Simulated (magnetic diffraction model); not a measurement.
# Pr3V4Au3: the ordered moment from one line

Space group I-43d (no. 220), a = 9.4000 Å.

```csv
site,atom,x,y,z
12a,Au,0,3/4,1/8
12b,Pr,1/2,1/4,1/8
16c,V,0.1649,0.1649,0.1649
```

The compound is invented for this exercise: a known structure type with other elements, its cell scaled to their sizes and not relaxed.

Only Pr is taken to order (form factors of Pr3+); orders and moment sizes are assumed, and not adapted to the symmetry. Radiation: neutrons of λ = 2.0775 Å, 3° to 70°; isotropic B of 0.14 Å² (Au), 0.12 Å² (Pr) and 0.23 Å² (V). Simulated constant-wavelength pattern: nuclear and magnetic terms add, the magnetic one as |2.695 fm × Σ f S⊥ exp(2πi Q·r) exp(−B s²)|², summed over all Q at one angle with the factor 1/(sin²θ cos θ). For collinear order S is the moment m, which repeats by lattice and centring translations R with the sign exp(−2πi k·R). Free-ion form factors, Sears's scattering lengths of 1992, no absorption; a label names one of the reflections at its angle. The strongest nuclear line in the range is 100, and lines under 0.2 are left out.

In a first state the assumed order is k = (0 1/2 1/2), collinear moments along [111], 2.9 μB on Pr; signs + at (1/2, 1/4, 1/8), − at (1/2, 3/4, 3/8), + at (1/8, 1/2, 1/4), + at (3/8, 1/2, 3/4), + at (1/4, 1/8, 1/2), + at (3/4, 3/8, 1/2), with this pattern:

```csv
2θ (°),index,nuclear,magnetic
8.96,(0 1/2 1/2),0.0,22.0
15.56,(1 1/2 -1/2),0.0,12.2
20.12,(0 3/2 -1/2),0.0,15.2
23.86,(1 3/2 1/2),0.0,7.2
27.11,(2 1/2 1/2),0.0,13.1
30.04,(1 3/2 -3/2),0.0,10.6
31.41,(2 1 1),91.7,0.0
32.73,(0 5/2 1/2),0.0,15.3
35.23,(1 5/2 -1/2),0.0,8.1
36.43,(2 2 0),30.6,0.0
37.59,(2 3/2 3/2),0.0,2.5
39.83,(1 5/2 3/2),0.0,8.7
40.91,(3 1 0),7.7,0.0
41.96,(2 5/2 1/2),0.0,3.4
44.02,(3 3/2 1/2),0.0,2.8
46.00,(0 5/2 5/2),0.0,6.6
```
(The table stops after 16 lines; 20 more lie at higher angle.)

**Question.** Nearer the ordering temperature the line at 8.96° has total intensity 2.0 on the same scale, and all moments have shrunk alike. How large is the Pr moment?

The nuclear part, 0.0, stays, so the magnetic part is 2.0 against 22.0. It goes as m², so m = 2.9 × √(2.0/22.0) = 0.87 μB; the value used was 0.87 μB.

[Logs are printed without paths, hosts, clocks, repeated set-up lines and the standing remarks that a program may print on its own settings, such as how far it seeks lower states.]
